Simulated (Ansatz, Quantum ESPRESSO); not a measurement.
# Evanescent states of SiC, zinc blende type, lattice constant set to 4.38 Å, part 3 of 3

How good a tunnel barrier is SiC, zinc blende type, lattice constant set to 4.38 Å?

Quantum ESPRESSO 7.5; plane-wave DFT, PBE, GBRV ultrasoft pseudopotentials; cross-check by Ansatz 0.2.0 with PAW datasets.

So far. Step 2 (SCF with pw.x): The run needed 9 iterations to bring the estimated error under 1e-09 Ry.

## (4) Complex bands with pwcond.x

Level of this step: complex band structure by pwcond; plane-wave DFT, PBE, GBRV ultrasoft pseudopotentials (Quantum ESPRESSO).

Input file cbs.w.in:

```
&inputcond
  outdir = './out'
  prefixl = 'scf'
  band_file = 'cbs.w'
  ikind = 0
  ewind = 1.0
  epsproj = 1e-05
  nz1 = 7
  energy0 = 4.48
  denergy = -0.16
/
4
  0.00000000 0.00000000 1.00000000
  0.50000000 0.00000000 1.00000000
  0.50000000 0.50000000 1.00000000
  0.25000000 0.00000000 1.00000000
41
```

Command:

```console
OMP_NUM_THREADS=1 mpirun -n 2 pwcond.x -in cbs.w.in > cbs.w.out
```

Numbers of over 12 decimals in the logs are rounded to 6 here.

What it wrote:

```text
[banner, memory and clock lines left out]
Program PWCOND v.7.5 starts
[citation notice left out]

[...]
./out/scf.save/

     IMPORTANT: XC functional enforced from input :
     Exchange-correlation= PBE
                           (   1   4   3   4   0   0   0)
     Any further DFT definition will be discarded
     Please, verify this is what you really want

     Reading collected, re-writing distributed wavefunctions

===== INPUT FILE containing the left lead =====

     GEOMETRY:

     lattice parameter (alat)  =       5.8527  a.u.
     the volume                =     283.5234 (a.u.)^3
     the cross section         =      34.2544 (a.u.)^2
     l of the unit cell        =       1.4142 (alat)
     number of atoms/cell      =            4
     number of atomic types    =            2

     crystal axes: (cart. coord. in units of alat)
               a(1) = (  1.0000  0.0000  0.0000 )
               a(2) = (  0.0000  1.0000  0.0000 )
               a(3) = (  0.0000  0.0000  1.4142 )

   Cartesian axes

     site n.     atom                  positions (alat units)
          1        Si     tau(  1)=(  0.0000  0.0000  1.4142  )
          2        C      tau(  2)=(  0.5000  0.0000  0.3536  )
          3        Si     tau(  3)=(  0.5000  0.5000  0.7071  )
          4        C      tau(  4)=(  0.0000  0.5000  1.0607  )

     nr1s                      =           24
     nr2s                      =           24
     nr3s                      =           36
     nr1sx                     =           24
     nr2sx                     =           24
     nr3sx                     =           36
     nr1                       =           27
     nr2                       =           27
     nr3                       =           40
     nr1x                      =           27
     nr2x                      =           27
     nr3x                      =           40

 _______________________________
  Radii of nonlocal spheres:

     type       ibeta     ang. mom.          radius (alat units)
       Si         1         0                    0.2944
       Si         2         0                    0.2944
       Si         3         1                    0.2944
       Si         4         1                    0.2944
       Si         5         2                    0.2944
       Si         6         2                    0.2944
       C          1         0                    0.2251
       C          2         0                    0.2251
       C          3         1                    0.2251
       C          4         1                    0.2251
----- General information -----

----- Complex band structure calculation -----

     nrx                       =           24
     nry                       =           24
     nz1                       =            7

     energy0               =         4.5E+00
     denergy               =        -1.6E-01
     nenergy               =         41
     ecut2d                =         4.0E+01
     ewind                 =         1.0E+00
     epsproj               =         1.0E-05

     number of k_|| points=    4
                       cryst. coord.
        k(    1) = (   0.0000000   0.0000000), wk =   0.2500000
        k(    2) = (   0.5000000   0.0000000), wk =   0.2500000
        k(    3) = (   0.5000000   0.5000000), wk =   0.2500000
        k(    4) = (   0.2500000   0.0000000), wk =   0.2500000
----- Information about left lead -----

     nocros                   =           18
     noins                    =           34
     norb                     =           70
     norbf                    =           70
     nrz                      =           36

      iorb      type   ibeta   ang. mom.   m       position (alat)
        1        1       1        0        1   taunew(   1)=(  0.0000  0.0000  0.0000)
        2        1       2        0        1   taunew(   2)=(  0.0000  0.0000  0.0000)
[...]
70        1       6        2        5   taunew(  70)=(  0.0000  0.0000  1.4142)
    k slab    z(k)  z(k+1)     crossing(iorb=1,norb)
    1   0.0000 0.0393 0.0393   1111111111111111110000000000000000000000000000000000000000000000000000
    2   0.0393 0.0786 0.0393   1111111111111111110000000000000000000000000000000000000000000000000000
[...]
36   1.3749 1.4142 0.0393   0000000000000000000000000000000000000000000000000000111111111111111111
 ngper, shell number =          109          18
 ngper, n2d =          109          76
---  E-Ef =    4.4800000  k =    0.0000000   0.0000000
---  ie =          1  ik =          1
 Nchannels of the left tip =            2
 Right moving states:
   k1(2pi/a)   k2(2pi/a)   E-Ef (eV)
   0.1612646   0.0000000   4.4800000
  -0.4481180   0.0000000   4.4800000
 Left moving states:
   k1(2pi/a)   k2(2pi/a)   E-Ef (eV)
  -0.1612643   0.0000000   4.4800000
   0.4481167  -0.0000000   4.4800000

---  E-Ef =    4.3200000  k =    0.0000000   0.0000000
---  ie =          2  ik =          1
 Nchannels of the left tip =            2
 Right moving states:
   k1(2pi/a)   k2(2pi/a)   E-Ef (eV)
   0.0754938   0.0000000   4.3200000
  -0.4660185   0.0000000   4.3200000
 Left moving states:
   k1(2pi/a)   k2(2pi/a)   E-Ef (eV)
  -0.0754935   0.0000000   4.3200000
   0.4660172  -0.0000000   4.3200000
[... further energies and points left out ...]
---  E-Ef =   -1.7600000  k =    0.2500000   0.0000000
---  ie =         40  ik =          4
 Nchannels of the left tip =            2
 Right moving states:
   k1(2pi/a)   k2(2pi/a)   E-Ef (eV)
   0.4311813   0.0000000  -1.7600000
   0.4783968  -0.0000000  -1.7600000
 Left moving states:
   k1(2pi/a)   k2(2pi/a)   E-Ef (eV)
  -0.4311769  -0.0000000  -1.7600000
  -0.4783974  -0.0000000  -1.7600000

---  E-Ef =   -1.9200000  k =    0.2500000   0.0000000
---  ie =         41  ik =          4
 Nchannels of the left tip =            2
 Right moving states:
   k1(2pi/a)   k2(2pi/a)   E-Ef (eV)
   0.3826875   0.0000000  -1.9200000
   0.4595773  -0.0000000  -1.9200000
 Left moving states:
   k1(2pi/a)   k2(2pi/a)   E-Ef (eV)
  -0.3826831  -0.0000000  -1.9200000
  -0.4595778  -0.0000000  -1.9200000

[...]
```

The job ended after 85 s (2 MPI ranks of Arm Neoverse N1, shared host; peak memory 0.11 GiB).

The run finished, but its numbers are not taken as the system's. The fault: channel counts that the second code doesn't bear out, a failure of the reduced basis or of the integration along z.

## (5) The same in Ansatz

As a check, the same structure is run in Ansatz.

Level of this step: plane-wave DFT, PBE, Ansatz PAW (Ansatz 0.2.0).

Input file input.yaml:

```yaml
crystal:
  lattice:
    - [3.0971277016, 0.0, 0.0]
    - [0.0, 3.0971277016, 0.0]
    - [0.0, 0.0, 4.38]
  atoms:
    - { symbol: Si, position: [0.0, 0.0, 0.0] }
    - { symbol: C, position: [0.5, 0.0, 0.25] }
    - { symbol: Si, position: [0.5, 0.5, 0.5] }
    - { symbol: C, position: [0.0, 0.5, 0.75] }
kpoints:
  mp_grid: { grid: [8, 8, 6] }
hamiltonian:
  xc: pbe
scf:
  occupations: { method: fixed }
  convergence: { dr2_threshold: 1.0e-09 }
output:
  transmission:
    leads: [[0, 0]]
    kpoints: [[0, 0], [0.5, 0], [0.5, 0.5], [0.25, 0]]
    e_range: [-1.92, 4.48]
    de: 0.16
```

Command:

```console
ansatz run input.yaml --threads 2 --pin off --max-ram 4096MiB --backend cpu --events-out ev --progress --plain --runs-dir out
```

What it wrote:

```text
Engine: ansatz 0.2.0, aarch64-unknown-linux-gnu
Pseudopotentials: kind: paw
Pseudopotential: Si, paw, valence charge 4, recommended cutoff 420 eV (normal), Si.paw.azcp
Pseudopotential: C, paw, valence charge 4, recommended cutoff 420 eV (normal), C.paw.azcp
Functional definition: PBE
  parameter kappa = 0.804
  parameter beta = 0.066725
  exchange = pbe_x(kappa = kappa, mu = beta*pi^2/3)
  correlation = pbe_c(beta = beta)
Crystal: 4 atoms, lattice volume = 42.014 Å³
Basis set: ecut = 420 eV, 823 PW (Γ)
Bands: 12, of which v1, the nominal top of the filled ones, is band 8 counted from 1 (7 counted from 0)
Symmetry: 16 space group operations
Space group: F-43m (ITA 216), of the structure as read, at distance tolerance 3.5e-5 Å
k-points: 60 of 384 (time reversal used)
Non-local potential: Si, projectors of the file, l = 0: 2, l = 1: 2, l = 2: 2
Non-local potential: C, projectors of the file, l = 0: 2, l = 1: 2, l = 2: 1
PAW form: soft (Blöchl's): semilocal exchange-correlation on the pseudo side does not see the compensation charge
PAW one-centre angular grid: Si, 110 points (default); XC on 64 Gauss nodes
PAW one-centre angular grid: C, 110 points (default); XC on 64 Gauss nodes
Initial density: superposition of atomic densities (neutral atoms: chi_scale 0, normalization atom), corrected by the library's trained network
Initial wavefunctions: pseudopotential atomic-orbital guess
Functional: x = pbe(κ = 0.804, μ = 0.219515), c = pbe(β = 0.066725)
SCF iter   1: F=—  HF=-1774.319721 eV  |F-HF|=—  |Δ(HF+E_count)|=         —  Δρ=2.33e-3  dr2=2.41e-3  ethr=1.77e-3  ⟨swp⟩=4.2  Hψ=4144  notcnv=0  defer=116
preconditioner: auto → none  [insulator: Δε(μ)=1.348 eV  Ē_g=11.868 eV  n_scr=6 (ndim 8)  ℏωp=22.9 eV  f_vac=0.000  ε∞_Penn≈4.7]
SCF iter   2: F=—  HF=-1774.319737 eV  |F-HF|=—  |Δ(HF+E_count)|=   1.63e-5  Δρ=8.25e-4  dr2=1.78e-4  ethr=1.50e-5  ⟨swp⟩=2.2  Hψ=1763  notcnv=0  defer=120
SCF iter   3: F=—  HF=-1774.319760 eV  |F-HF|=—  |Δ(HF+E_count)|=   2.27e-5  Δρ=3.50e-4  dr2=1.35e-5  ethr=1.11e-6  ⟨swp⟩=2.0  Hψ=1095  notcnv=0  defer=101
SCF iter   4: F=—  HF=-1774.319812 eV  |F-HF|=—  |Δ(HF+E_count)|=   5.24e-5  Δρ=3.87e-5  dr2=3.77e-7  ethr=8.43e-8  ⟨swp⟩=2.0  Hψ=1181  notcnv=0  defer=81
SCF iter   5: F=—  HF=-1774.319817 eV  |F-HF|=—  |Δ(HF+E_count)|=   4.26e-6  Δρ=3.41e-6  dr2=2.17e-9  ethr=2.35e-9  ⟨swp⟩=2.0  Hψ=1192  notcnv=0
SCF iter   6: F=-1774.319817 eV  HF=-1774.319817 eV  |F-HF|=1.29e-10  |Δ(HF+E_count)|=   5.92e-9  Δρ=4.64e-7  dr2=3.92e-11  ethr=6.25e-12  ⟨swp⟩=3.5  Hψ=2579  notcnv=0
SCF 1 converged in 6 iterations: F = -1774.319817 eV  dr2 = 3.92e-11
  greatest PAW one-centre occupation: 0.643 electrons in one spin orbital (limit 2), on the C atom at site 3 (counted from 0), in its partial waves of l = 0
transmission: 6 of 24 steps passed
transmission: 12 of 24 steps passed
transmission: 18 of 24 steps passed
transmission: 24 of 24 steps passed
SCF converged after 6 iterations
Free energy (F): -1774.319817 eV
Harris-Foulkes:  -1774.319817 eV  (|F-HF|=1.29e-10)
Internal energy: -1774.319817 eV  (E = F + TS)
E sigma→0 (E₀):  -1774.319817 eV
Fermi energy:    9.290814 eV
--- Per-component energies (eV) ---
  E_band       = 54.991184
  E_kinetic    = 269.820457
  E_local      = -210.661953  (includes V_loc(G=0)·N_el)
  E_nonlocal   = 103.323102
  E_hartree    = 64.414663
  E_xc         = -210.467753
  E_vxc        = -218.038144  (∫ρ·V_xc dr)
  E_paw        = -1224.041638  (= ΣΔE_a)
  E_vpaw       = -18.281627  (= ΣTr[D̂ρ^β])
  E_aug_tail   = 0.000023  (compensation charges beyond the density's cutoff)
  E_ewald      = -566.706719
  E_smearing   = -0.000000  (= −TS)
  E_closure    = -0.000000  (closes the sum)
  Σ components = -1774.319817   (vs F -1774.319817, Δ=0.00e0)
--- Band table (eV; the first three rows and the last of 60) ---
  k-point 0: bands = [... 4 lower, 6.1340, 9.2908, 9.2908, 9.2908, 10.6636, 13.5636, 15.3284, 16.4961]
  k-point 1: bands = [... 4 lower, 6.2798, 8.7427, 8.9541, 8.9541, 10.9840, 13.7822, 15.7160, 16.1216]
  k-point 2: bands = [... 4 lower, 6.7072, 7.4876, 8.1932, 8.1932, 11.9182, 14.4496, 14.7559, 16.4848]
  k-point 59: bands = [... 4 lower, 4.3719, 4.3719, 4.6639, 4.6639, 14.4777, 14.4777, 18.5815, 18.5815]
--- Transmission ---
  basis      : 89 plane waves across, 6 finite elements along
  points     : 4, as listed
  energies   : 41 from -1.920000 to 4.480000 eV about the Fermi level, 0.160000 eV apart; the leads are filled to 0.686412 eV, and channels, transmission and decay are at 0.640000 eV
  crystal 0  : C2Si2, at the sites [0, 0], period 4.3800 Å: whole cells are its period
    offset         : up to 0.0000 Å between an atom of the period and one for which it stands
    channels       : 0.000000e0 a spin
    conductance    : none, the energies end too early or step too widely for 300 K: set another output.transmission.e_range or a lower de, or, where they end at an eighth of basis.ecutwfc, a higher one
    slowest decay  : 0.1963 /Å at (0.5000, 0.5000)
```

Wall time 9.5 s (2 threads); peak memory 0.32 GiB; 19 s of CPU time.

This step gave:

| Property | Result |
| --- | --- |
| free energy | -1774.3198 eV |
| gap by band count | 1.373 eV |
| symmetry operations | 16 |
| slowest decay at the grid energy nearest mid-gap | 0.1963 Å⁻¹ |
| peak of the smallest κ at the zone centre | 0.2706 Å⁻¹ |
| peak of the smallest κ at (1/4, 0) | 0.3839 Å⁻¹ |
| valence top, on the run's zero | 9.291 eV |

K across = (0, 0) in the cell's reciprocal vectors; values within 0.0025 1/Å of each other count once, columns are sorted by size at each energy, a dash where no further value was kept. The Im kz of the slowest decaying states by energy, zero at the highest filled level of the SCF mesh:

| energy (eV) | decay 1 (Å⁻¹) | decay 2 (Å⁻¹) | decay 3 (Å⁻¹) |
| --- | --- | --- | --- |
| -1.92 | 0.787 | 1.29 | - |
| -1.76 | 0.765 | 1.28 | - |
| -1.44 | 0.721 | 1.24 | - |
| -1.28 | 0.698 | 1.23 | - |
| -0.96 | 0.652 | 1.19 | - |
| -0.80 | 0.628 | 1.17 | - |
| -0.64 | 0.603 | 1.15 | - |
| -0.32 | 0.551 | 1.12 | - |
| -0.16 | 0.524 | 1.10 | - |
| 0.00 | 0.0103 | 0.495 | 1.08 |
| 0.32 | 0.169 | 0.215 | 0.433 |
| 0.48 | 0.204 | 0.258 | 0.398 |
| 0.80 | 0.254 | 0.319 | 0.971 |
| 0.96 | 0.271 | 0.274 | 0.343 |
| 1.12 | 0.212 | 0.290 | 0.363 |
| 1.44 | 0.317 | 0.396 | 0.876 |
| 1.60 | 0.328 | 0.409 | 0.851 |
| 1.76 | 0.337 | 0.420 | 0.825 |
| 2.08 | 0.352 | 0.438 | 0.770 |
| 2.24 | 0.357 | 0.445 | 0.741 |
| 2.56 | 0.364 | 0.456 | 0.679 |
| 2.72 | 0.367 | 0.460 | 0.646 |
| 2.88 | 0.368 | 0.462 | 0.612 |
| 3.20 | 0.367 | 0.465 | 0.536 |
| 3.36 | 0.365 | 0.465 | 0.494 |
| 3.52 | 0.362 | 0.448 | 0.464 |
| 3.84 | 0.338 | 0.354 | 0.460 |
| 4.00 | 0.268 | 0.348 | 0.457 |
| 4.32 | 0.332 | 0.447 | - |
| 4.48 | 0.323 | 0.441 | - |

K across = (0, 0) in the cell's reciprocal vectors. Re kz of states that move upwards against energy, zero at the highest filled level of the SCF mesh:

| energy (eV) | channel 1 (Å⁻¹) | channel 2 (Å⁻¹) | channel 3 (Å⁻¹) |
| --- | --- | --- | --- |
| -1.92 | -0.497 | 0.716 | 0.716 |
| -1.60 | -0.622 | -0.622 | -0.444 |
| -1.28 | -0.530 | -0.530 | -0.388 |
| -0.96 | -0.438 | -0.438 | -0.327 |
| -0.64 | -0.343 | -0.343 | -0.260 |
| -0.32 | -0.232 | -0.232 | -0.179 |
| -0.16 | -0.161 | -0.161 | -0.124 |
| 0.00 | - | - | - |
| 0.16 | - | - | - |
| 0.48 | - | - | - |
| 0.80 | - | - | - |
| 1.12 | - | - | - |
| 1.44 | 0.109 | - | - |
| 1.76 | 0.263 | - | - |
| 2.08 | 0.356 | - | - |
| 2.40 | 0.431 | - | - |
| 2.72 | 0.496 | - | - |
| 2.88 | 0.526 | - | - |
| 3.20 | 0.584 | - | - |
| 3.52 | 0.638 | - | - |
| 3.84 | 0.690 | - | - |
| 4.16 | -0.693 | - | - |
| 4.48 | -0.642 | 0.233 | - |

K across = (1/2, 0) in the cell's reciprocal vectors; values within 0.0025 1/Å of each other count once, columns are sorted by size at each energy, a dash where no further value was kept. Im kz of the slowest decaying states against energy, zero at the highest filled level of the SCF mesh:

| energy (eV) | decay 1 (Å⁻¹) | decay 2 (Å⁻¹) | decay 3 (Å⁻¹) |
| --- | --- | --- | --- |
| -1.92 | 0.799 | 1.42 | - |
| -1.76 | 0.736 | 1.40 | - |
| -1.44 | 0.554 | 1.37 | - |
| -1.28 | 0.380 | 1.35 | - |
| -0.96 | 0.0827 | 0.337 | 1.31 |
| -0.80 | 0.136 | 0.494 | 1.30 |
| -0.64 | 0.172 | 0.577 | 1.28 |
| -0.32 | 0.224 | 0.669 | 1.24 |
| -0.16 | 0.244 | 0.698 | 1.23 |
| 0.00 | 0.261 | 0.720 | 1.21 |
| 0.32 | 0.290 | 0.750 | 1.17 |
| 0.48 | 0.302 | 0.760 | 1.15 |
| 0.80 | 0.322 | 0.774 | 1.11 |
| 0.96 | 0.330 | 0.778 | 1.09 |
| 1.12 | 0.338 | 0.780 | 1.07 |
| 1.44 | 0.350 | 0.781 | 1.03 |
| 1.60 | 0.354 | 0.780 | 1.01 |
| 1.76 | 0.358 | 0.778 | 0.984 |
| 2.08 | 0.362 | 0.770 | 0.940 |
| 2.24 | 0.363 | 0.765 | 0.917 |
| 2.56 | 0.363 | 0.753 | 0.869 |
| 2.72 | 0.361 | 0.746 | 0.845 |
| 2.88 | 0.359 | 0.739 | 0.820 |
| 3.20 | 0.351 | 0.721 | 0.768 |
| 3.36 | 0.345 | 0.711 | 0.741 |
| 3.52 | 0.339 | 0.701 | 0.713 |
| 3.84 | 0.321 | 0.654 | 0.678 |
| 4.00 | 0.310 | 0.623 | 0.666 |
| 4.32 | 0.281 | 0.555 | 0.639 |
| 4.48 | 0.263 | 0.517 | 0.624 |

K across = (1/2, 1/2) in the cell's reciprocal vectors; values within 0.0025 1/Å of each other count once, columns are sorted by size at each energy, a dash where no further value was kept. Im kz of the slowest decaying states against energy, zero at the highest filled level of the SCF mesh:

| energy (eV) | decay 1 (Å⁻¹) | decay 2 (Å⁻¹) |
| --- | --- | --- |
| -1.92 | 0.269 | 0.319 |
| -1.60 | 0.281 | 0.343 |
| -1.28 | 0.286 | 0.361 |
| -0.96 | 0.285 | 0.374 |
| -0.64 | 0.279 | 0.383 |
| -0.32 | 0.268 | 0.389 |
| -0.16 | 0.260 | 0.390 |
| 0.00 | 0.251 | 0.391 |
| 0.16 | 0.240 | 0.391 |
| 0.48 | 0.213 | 0.389 |
| 0.80 | 0.176 | 0.384 |
| 1.12 | 0.120 | 0.377 |
| 1.44 | 0.367 | - |
| 1.76 | 0.354 | - |
| 2.08 | 0.339 | - |
| 2.40 | 0.320 | - |
| 2.72 | 0.297 | - |
| 2.88 | 0.284 | - |
| 3.20 | 0.254 | - |
| 3.52 | 0.216 | - |
| 3.84 | 0.167 | - |
| 4.16 | 0.0864 | - |
| 4.48 | - | - |

K across = (1/4, 0) in the cell's reciprocal vectors; values within 0.0025 1/Å of each other count once, columns are sorted by size at each energy, a dash where no further value was kept. Table of Im kz of the slowest decaying states by energy, zero at the highest filled level of the SCF mesh:

| energy (eV) | decay 1 (Å⁻¹) | decay 2 (Å⁻¹) | decay 3 (Å⁻¹) |
| --- | --- | --- | --- |
| -1.92 | 0.103 | 1.10 | - |
| -1.76 | 0.0910 | 1.08 | - |
| -1.44 | 1.03 | - | - |
| -1.28 | 1.01 | - | - |
| -0.96 | 0.972 | 1.50 | - |
| -0.80 | 0.950 | 1.48 | - |
| -0.64 | 0.928 | 1.47 | - |
| -0.32 | 0.156 | 0.883 | 1.43 |
| -0.16 | 0.0112 | 0.194 | 0.860 |
| 0.00 | 0.201 | 0.223 | 0.836 |
| 0.32 | 0.269 | 0.337 | 0.788 |
| 0.48 | 0.287 | 0.383 | 0.763 |
| 0.80 | 0.317 | 0.456 | 0.711 |
| 0.96 | 0.329 | 0.485 | 0.684 |
| 1.12 | 0.340 | 0.512 | 0.657 |
| 1.44 | 0.358 | 0.558 | 0.598 |
| 1.60 | 0.365 | 0.568 | 0.579 |
| 1.76 | 0.371 | 0.535 | 0.598 |
| 2.08 | 0.380 | 0.465 | 0.633 |
| 2.24 | 0.383 | 0.426 | 0.650 |
| 2.56 | 0.336 | 0.387 | 0.683 |
| 2.72 | 0.281 | 0.387 | 0.700 |
| 2.88 | 0.213 | 0.387 | 0.719 |
| 3.20 | 0.383 | 0.772 | 0.914 |
| 3.36 | 0.380 | 0.834 | 1.23 |
| 3.52 | 0.376 | 0.826 | 1.21 |
| 3.84 | 0.364 | 0.806 | 1.17 |
| 4.00 | 0.357 | 0.796 | 1.14 |
| 4.32 | 0.339 | 0.773 | 1.10 |
| 4.48 | 0.328 | 0.761 | 1.08 |

## (6) The arithmetic

T falls as exp(−2κd). With κ = 0.192 1/Å, 10 Å of barrier pass exp(−2 × 0.192 × 10) = 0.022 of that channel, interfaces aside.

## (7) Results

| Quantity | Value |
| --- | --- |
| gap on the SCF mesh | 1.38 eV |
| smallest κ at mid-gap among the four k points, at (1/2, 1/2) | 0.192 Å⁻¹ |
| peak of the smallest κ in the stop band at the zone centre | 0.274 Å⁻¹ |
| peak of the smallest κ in the stop band at (1/4, 0) | 0.386 Å⁻¹ |
| energy of the peak at the zone centre, over the highest filled level | 0.96 eV |
| peak at the zone centre by Ansatz | 0.271 Å⁻¹ |

In words: With a gap of 1.38 eV on the mesh, the smallest κ at mid-gap among the four k points, at (1/2, 1/2) is 0.192 Å⁻¹ (PBE, GBRV ultrasoft). For a barrier with the Fermi level at mid-gap the slowest state found, at (1/2, 1/2), loses a factor of ten in probability every 6.0 Å or so. Stop bands away from the zone centre are mostly wider than the gap, so their peaks can lie above the conduction bottom. The X valleys along [100] and [010] project onto (1/2, 1/2) in this cell. At the zone centre pwcond's peak is 0.274 and Ansatz's 0.271 1/Å, 1 % apart. The cell is the a/√2 one, turned by 45°, with two primitive cells, so X along [001] folds onto kz = 0. A semilocal gap is too small, often by a third to a half and by more in narrow-gap crystals, so real barriers decay faster.

[Logs are printed without paths, hosts, clocks, repeated set-up lines and the standing remarks that a program may print on its own settings, such as how far it seeks lower states.]

[Hosts, paths, dates, database ids (printed as entryN), source tags and the programs' standing remarks are cut or masked in the printed files.]

[Maps of the electrostatic potential energy from Ansatz leave out the sawtooth potential of an applied field or a dipole correction, so their vacuum need not be flat; planar profiles and work functions include it.]
